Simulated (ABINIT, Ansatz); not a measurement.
# MgZrF6 (Fm-3m): bands and cutoff in G0W0 with ABINIT

What does each rung of G0W0 on MgZrF6 (Fm-3m) cost, and what does it buy?

Calculated with ABINIT 10.8.3; LDA and many-body steps on it, plane waves.

## Step 1: Set-up

It takes space group Fm-3m (No. 225, cubic). The conventional cell has a = 7.976 Å, b = 7.976 Å, c = 7.976 Å, α = 90.00°, β = 90.00°, γ = 90.00°. Mg has 6 F at 1.98 Å nearest. Nearest to Zr lie 6 F at 2.01 Å. Nearest to F lie 1 Mg at 1.98 Å and 1 Zr at 2.01 Å. Farther neighbours and most contacts between anions are not listed.

The cell and positions are those that the Materials Project relaxed with its own functionals (PBE, PBE+U or r2SCAN), kept fixed.

## Step 2: Empty states on the mesh, 2×2×2 mesh, 260 bands

This step: ABINIT 10.8.3; DFT, LDA, plane waves, norm-conserving pseudopotentials.

The sums over transitions need many empty states on a uniform mesh; this step solves for them.

Input file run.abi:

```
acell 3*1.0 Angstrom
rprim 
  0.000000000000 3.988016550000 3.988016550000
  3.988016550000 0.000000000000 3.988016550000
  3.988016550000 3.988016550000 -0.000000000000
ntypat 3
znucl 12 40 9
natom 8
typat 1 2 3 3 3 3 3 3
xred 
  0.500000000000 0.500000000000 0.500000000000
  0.000000000000 0.000000000000 0.000000000000
  0.747623080000 0.252376920000 0.252376920000
  0.252376920000 0.747623080000 0.747623080000
  0.252376920000 0.747623080000 0.252376920000
  0.747623080000 0.252376920000 0.747623080000
  0.252376920000 0.252376920000 0.747623080000
  0.747623080000 0.747623080000 0.252376920000
pp_dirpath "pseudos"
pseudos "Mg.upf, Zr.upf, F.upf"
ecut 38
ngkpt 2 2 2
nshiftk 1
shiftk 0 0 0
kptopt 1
chksymbreak 0
iscf -2
irdden 1
istwfk *1
nband 260
nbdbuf 22
tolwfr 1e-09
nstep 60
prtvol 0
indata_prefix "in"
outdata_prefix "out"
tmpdata_prefix "tmp"
```

Started as:

```sh
> OMP_NUM_THREADS=1 mpirun -n 4 abinit run.abi > log
```

Numbers of over 12 decimals in the logs are rounded to 6 here.

The program printed:

```text
.Version 10.8.3 of ABINIT. v10.8.2 released Aug 2026.

 Symmetries : space group Fm -3 m (#225); Bravais cF (face-center cubic)
[... echo of the input left out ...]
== DATASET  1 ==================================================================
-   mpi_nproc: 4, omp_nthreads: 1 (-1 if OMP is not activated)
-    --> not optimal distribution: autoparal keyword recommended in input file <--

--- !DatasetInfo
iteration_state: {dtset: 1, }
dimensions: {natom: 8, nkpt: 3, mband: 260, nsppol: 1, nspinor: 1, nspden: 1, mpw: 9608, }
cutoff_energies: {ecut:  38.0, pawecutdg:  -1.0, }
[...]
2.87466    2.92131    2.92131    2.92131    2.92722    2.95309    2.95309    2.95314
   2.96211    2.96215    2.96456    2.96458    2.96463    2.96646    2.96647    2.96664
   2.99227    2.99524    3.00177    3.00371
 prteigrs : prtvol=0 or 1, do not print more k-points.

== END DATASET(S) ==============================================================
================================================================================

 -outvars: echo values of variables after computation  --------
            nband         260
             nkpt           3
          spgroup         225
 [... the other variables as echoed above ...]

 Calculation completed.
```

The job ended after 2.3 min (4 MPI ranks of Arm Neoverse V1, shared host; peak memory 0.48 GiB; 9.1 min of CPU time).

This step gave:

| Property | Result |
| --- | --- |
| gap | 6.824 eV |
| k of the valence top | 0, 0, 0 |
| k of the conduction bottom | 0, 0, 0 |
| least direct gap | 6.824 eV |
| k points computed | 3 |
| lowest point of the top converged band, above the valence top | 79.3111 eV |

On this mesh the gap is 6.824 eV.

The density comes from a self-consistent run that is not shown.

## Step 3: Screening, 2×2×2 mesh, 57 bands, screening to 62.6 eV

The RPA dielectric matrix is built and inverted for each q.

This step: RPA screening on LDA, plane waves, norm-conserving pseudopotentials.

Edit run.abi of step 2 so:

```diff
@@ -26,10 +26,11 @@
 chksymbreak 0
-iscf -2
-irdden 1
 istwfk *1
-nband 260
-nbdbuf 22
-tolwfr 1e-09
-nstep 60
-prtvol 0
+occopt 1
+irdwfk 1
+optdriver 3
+nband 57
+ecuteps 2.3
+inclvkb 2
+awtr 1
+symchi 1
 indata_prefix "in"
```

The program printed:

```text
.Version 10.8.3 of ABINIT. v10.8.2 released Aug 2026.

 Symmetries : space group Fm -3 m (#225); Bravais cF (face-center cubic)
[... echo of the input left out ...]
== DATASET  1 ==================================================================
-   mpi_nproc: 4, omp_nthreads: 1 (-1 if OMP is not activated)

--- !DatasetInfo
iteration_state: {dtset: 1, }
dimensions: {natom: 8, nkpt: 3, mband: 57, nsppol: 1, nspinor: 1, nspden: 1, mpw: 9608, }
cutoff_energies: {ecut:  38.0, pawecutdg:  -1.0, }
electrons: {nelect:   6.40000000E+01, charge:   0.00000000E+00, occopt:   1.00000000E+00, tsmear:   1.00000000E-02, }

 SCREENING: Calculation of the susceptibility and dielectric matrices

 Based on a program developped by R.W. Godby, V. Olevano, G. Onida, and L. Reining.
 Incorporated in ABINIT by V. Olevano, G.-M. Rignanese, and M. Torrent.
.Using double precision arithmetic ; gwpc =  8

[... cell and pseudopotentials left out ...]
--------------------------------------------------------------------------------

 ==== K-mesh for the wavefunctions ====
 Number of points in the irreducible wedge :     3
[... list of points left out ...]
 Together with 48 symmetry operations and time-reversal symmetry
 yields     8 points in the full Brillouin Zone.

 ==== Q-mesh for the screening function ====
 Number of points in the irreducible wedge :     3
[... list of points left out ...]
 Together with 48 symmetry operations and time-reversal symmetry
 yields     8 points in the full Brillouin Zone.

 setmesh: FFT mesh size selected  =    40x   40x   40
          total number of points  =        64000

 vcoul_init : cutoff-mode = AUXILIARY_FUNCTION
 q-points for optical limit:   1
     1)      0.000010    0.000020    0.000030

- screening: taking advantage of time-reversal symmetry
- Maximum band index for partially occupied states nbvw = 32
- Remaining bands to be divided among processors   nbcw = 25
- Number of bands treated by each node ~6

 Number of electrons calculated from density =   64.0000; Expected =   64.0000
 average of density, n =  0.074762
 r_s =    1.4726
 omega_plasma =   26.3753 [eV]

 calculating chi0 at frequencies [eV] :
  1    0.000000E+00    0.000000E+00
  2    0.000000E+00    2.637527E+01

--------------------------------------------------------------------------------
  q-point number  1        q = ( 0.000000, 0.000000, 0.000000) [r.l.u.]
--------------------------------------------------------------------------------
[... chi0 elements left out ...]
 For q-point:  0.000010 0.000020 0.000030
  dielectric constant =   1.8980
  dielectric constant without local fields =   2.0542

  Average fulfillment of the sum rule on Im[epsilon] for q-point    1 :     16.71  [%]
[... wings left out ...]
  q-point number  2        q = ( 0.500000, 0.000000, 0.000000) [r.l.u.]
--------------------------------------------------------------------------------
[... chi0 elements left out ...]
  Average fulfillment of the sum rule on Im[epsilon] for q-point    2 :     21.73  [%]

 [... 1 further q-points ...]
```

It took 11 s on 4 MPI ranks; peak memory 1.1 GiB; 43 s of CPU time.

This step gave:

| Quantity | Value |
| --- | --- |
| ε∞ with local fields, on this mesh, along the program's q direction | 1.898 |
| the same without local fields | 2.054 |
| plasma frequency | 26.38 eV |
| plane waves in the screening matrix | 137 |

Local fields lower ε∞ by 8 %. On a Γ-centred mesh this coarse the value itself is usually too large, while a short band sum pulls it down.

## Step 4: 57 bands, 62.6 eV

The self-energy is evaluated for the states that the input lists, and the levels follow from it, in one-shot runs by the linearised quasiparticle equation.

This step: G0W0 on LDA, plane waves, norm-conserving pseudopotentials.

Edit run.abi of step 3 so:

```diff
@@ -29,8 +29,15 @@
 irdwfk 1
-optdriver 3
+optdriver 4
 nband 57
+gwcalctyp 0
+ecutsigx 38
+symsigma 1
+nkptgw 1
+kptgw 
+  0.0000000000 0.0000000000 0.0000000000
+bdgw 
+  30 35
 ecuteps 2.3
-inclvkb 2
-awtr 1
-symchi 1
+irdscr 1
+ppmodel 1
 indata_prefix "in"
```

The program printed:

```text
.Version 10.8.3 of ABINIT. v10.8.2 released Aug 2026.

 Symmetries : space group Fm -3 m (#225); Bravais cF (face-center cubic)
[... echo of the input left out ...]
== DATASET  1 ==================================================================
-   mpi_nproc: 4, omp_nthreads: 1 (-1 if OMP is not activated)

--- !DatasetInfo
iteration_state: {dtset: 1, }
dimensions: {natom: 8, nkpt: 3, mband: 57, nsppol: 1, nspinor: 1, nspden: 1, mpw: 9608, }
cutoff_energies: {ecut:  38.0, pawecutdg:  -1.0, }
electrons: {nelect:   6.40000000E+01, charge:   0.00000000E+00, occopt:   1.00000000E+00, tsmear:   1.00000000E-02, }

 SIGMA: Calculation of the GW corrections

 Based on a program developped by R.W. Godby, V. Olevano, G. Onida, and L. Reining.
 Incorporated in ABINIT by V. Olevano, G.-M. Rignanese, and M. Torrent.
.Using double precision arithmetic ; gwpc =  8

[... cell and pseudopotentials left out ...]
--------------------------------------------------------------------------------

 ==== K-mesh for the wavefunctions ====
 Number of points in the irreducible wedge :     3
[... list of points left out ...]
 Together with 48 symmetry operations and time-reversal symmetry
 yields     8 points in the full Brillouin Zone.

 ==== Q-mesh for screening function ====
 Number of points in the irreducible wedge :     3
[... list of points left out ...]
 Together with 48 symmetry operations and time-reversal symmetry
 yields     8 points in the full Brillouin Zone.

 vcoul_init : cutoff-mode = AUXILIARY_FUNCTION
 q-points for optical limit:   1
     1)      0.000010    0.000020    0.000030
 setmesh: FFT mesh size selected  =    60x   60x   60
          total number of points  =       216000

 Number of electrons calculated from density =   64.0000; Expected =   64.0000
 average of density, n =  0.074762
 r_s =    1.4726
 omega_plasma =   26.3753 [eV]

 === KS Band Gaps ===
  >>>> For spin  1
   Minimum direct gap =   6.8236 [eV], located at k-point      :   0.0000  0.0000  0.0000
   Fundamental gap    =   6.8236 [eV], Top of valence bands at :   0.0000  0.0000  0.0000
                                       Bottom of conduction at :   0.0000  0.0000  0.0000
 SIGMA fundamental parameters:
 PLASMON POLE MODEL  1
 number of plane-waves for SigmaX                 9577
 number of plane-waves for SigmaC and W            137
 number of plane-waves for wavefunctions          9577
 number of bands                                    57
 number of independent spin polarizations            1
 number of spinorial components                      1
 number of k-points in IBZ                           3
 number of q-points in IBZ                           3
 number of symmetry operations                      48
 number of k-points in BZ                            8
 number of q-points in BZ                            8
 number of frequencies for dSigma/dE                 9
 frequency step for dSigma/dE [eV]                0.25
 number of omega for Sigma on real axis              0
 max omega for Sigma on real axis  [eV]           0.00
 zcut for avoiding poles [eV]                     0.10

 EPSILON^-1 parameters (SCR file):
 dimension of the eps^-1 matrix on file            137
 dimension of the eps^-1 matrix used               137
 number of plane-waves for wavefunctions          9577
 number of bands                                    57
 number of q-points in IBZ                           3
 number of frequencies                               2
 number of real frequencies                          1
 number of imag frequencies                          1

 matrix elements of self-energy operator (all in [eV])

 Perturbative Calculation

--- !SelfEnergy_ee
iteration_state: {dtset: 1, }
kpoint     : [   0.000,    0.000,    0.000, ]
spin       : 1
KS_gap     :    6.824
QP_gap     :   12.899
Delta_QP_KS:    6.075
data: !SigmaeeData |
     Band     E0 <VxcDFT>   SigX SigC(E0)      Z dSigC/dE  Sig(E)    E-E0       E
       30  -2.402 -22.743 -30.118   4.657   0.807  -0.239 -24.938  -2.195  -4.597
       31  -2.402 -22.743 -30.118   4.657   0.807  -0.239 -24.938  -2.195  -4.597
       32  -2.402 -22.743 -30.118   4.657   0.807  -0.239 -24.938  -2.195  -4.597
       33   4.421 -16.374  -9.744  -2.129   0.862  -0.160 -12.494   3.880   8.301
       34   4.421 -16.374  -9.744  -2.129   0.862  -0.160 -12.494   3.880   8.301
       35   4.421 -16.374  -9.744  -2.129   0.862  -0.160 -12.494   3.880   8.301

== END DATASET(S) ==============================================================
================================================================================

 -outvars: echo values of variables after computation  --------
           etotal      0.0000000000E+00
            nband          57
             nkpt           3
          spgroup         225
 [... the other variables as echoed above ...]

 Calculation completed.
```

Wall time 4.4 s (4 MPI ranks); peak memory 0.74 GiB; 17 s of CPU time.

Numbers from this step:

* G0W0 gap on the points computed: 12.90 eV
* starting gap on the mesh: 6.824 eV
* k of the valence top: 0, 0, 0
* k of the conduction bottom: 0, 0, 0
* Z at the valence top: 0.807
* Z at the conduction bottom: 0.862
* least direct G0W0 gap on the computed points: 12.90 eV

The gap on the mesh goes from 6.82 eV to 12.90 eV, a correction of +6.07 eV.

## Step 5: Screening, 2×2×2 mesh, 116 bands, screening to 114.3 eV

This step: RPA screening on LDA, plane waves, norm-conserving pseudopotentials.

Edit run.abi of step 4 so:

```diff
@@ -29,15 +29,8 @@
 irdwfk 1
-optdriver 4
-nband 57
-gwcalctyp 0
-ecutsigx 38
-symsigma 1
-nkptgw 1
-kptgw 
-  0.0000000000 0.0000000000 0.0000000000
-bdgw 
-  30 35
-ecuteps 2.3
-irdscr 1
-ppmodel 1
+optdriver 3
+nband 116
+ecuteps 4.2
+inclvkb 2
+awtr 1
+symchi 1
 indata_prefix "in"
```

The program printed:

```text
.Version 10.8.3 of ABINIT. v10.8.2 released Aug 2026.

 Symmetries : space group Fm -3 m (#225); Bravais cF (face-center cubic)
[... echo of the input left out ...]
== DATASET  1 ==================================================================
-   mpi_nproc: 4, omp_nthreads: 1 (-1 if OMP is not activated)

--- !DatasetInfo
iteration_state: {dtset: 1, }
dimensions: {natom: 8, nkpt: 3, mband: 116, nsppol: 1, nspinor: 1, nspden: 1, mpw: 9608, }
cutoff_energies: {ecut:  38.0, pawecutdg:  -1.0, }
electrons: {nelect:   6.40000000E+01, charge:   0.00000000E+00, occopt:   1.00000000E+00, tsmear:   1.00000000E-02, }

 SCREENING: Calculation of the susceptibility and dielectric matrices

 Based on a program developped by R.W. Godby, V. Olevano, G. Onida, and L. Reining.
 Incorporated in ABINIT by V. Olevano, G.-M. Rignanese, and M. Torrent.
.Using double precision arithmetic ; gwpc =  8

[... cell and pseudopotentials left out ...]
--------------------------------------------------------------------------------

 ==== K-mesh for the wavefunctions ====
 Number of points in the irreducible wedge :     3
[... list of points left out ...]
 Together with 48 symmetry operations and time-reversal symmetry
 yields     8 points in the full Brillouin Zone.

 ==== Q-mesh for the screening function ====
 Number of points in the irreducible wedge :     3
[... list of points left out ...]
 Together with 48 symmetry operations and time-reversal symmetry
 yields     8 points in the full Brillouin Zone.

 setmesh: FFT mesh size selected  =    40x   40x   40
          total number of points  =        64000

 vcoul_init : cutoff-mode = AUXILIARY_FUNCTION
 q-points for optical limit:   1
     1)      0.000010    0.000020    0.000030

- screening: taking advantage of time-reversal symmetry
- Maximum band index for partially occupied states nbvw = 32
- Remaining bands to be divided among processors   nbcw = 84
- Number of bands treated by each node ~21

 Number of electrons calculated from density =   64.0000; Expected =   64.0000
 average of density, n =  0.074762
 r_s =    1.4726
 omega_plasma =   26.3753 [eV]

 calculating chi0 at frequencies [eV] :
  1    0.000000E+00    0.000000E+00
  2    0.000000E+00    2.637527E+01

--------------------------------------------------------------------------------
  q-point number  1        q = ( 0.000000, 0.000000, 0.000000) [r.l.u.]
--------------------------------------------------------------------------------
[... chi0 elements left out ...]
 For q-point:  0.000010 0.000020 0.000030
  dielectric constant =   1.9954
  dielectric constant without local fields =   2.2021

  Average fulfillment of the sum rule on Im[epsilon] for q-point    1 :     37.74  [%]
[... wings left out ...]
  q-point number  2        q = ( 0.500000, 0.000000, 0.000000) [r.l.u.]
--------------------------------------------------------------------------------
[... chi0 elements left out ...]
  Average fulfillment of the sum rule on Im[epsilon] for q-point    2 :     43.44  [%]

 [... 1 further q-points ...]
```

The job ended after 27 s (4 MPI ranks; peak memory 1.5 GiB).

This step gave:

```
ε∞ with local fields, on this mesh, along the program's q direction : 1.995
the same without local fields                                       : 2.202
plasma frequency                                                    : 26.38 eV
plane waves in the screening matrix                                 : 339
```

(Continued in part 2 of 2.)

[Paths, hosts, dates, memory and timing lines, banners, echoed tables and standing remarks are left out of the program output.]

[Logs are printed without paths, hosts, clocks, repeated set-up lines and the standing remarks that a program may print on its own settings, such as how far it seeks lower states.]

[Runs of the session that timed out or met a known fault of the program may be left out.]

[No measured gap is set beside runs whose start may be inverted or whose files or cutoffs have a known fault.]

[Hosts, paths, dates, database ids (printed as entryN), source tags and the programs' standing remarks are cut or masked in the printed files.]

[G0W0 gaps are taken among the corrected bands and points alone; a level outside them can change the order at an edge.]

[Where Ansatz stands beside ABINIT at settings called matched, ABINIT's density can come from a denser mesh and the files from another edition; pairs whose starting gaps differed by over 0.03 eV were left out, so agreement reads better than it is.]
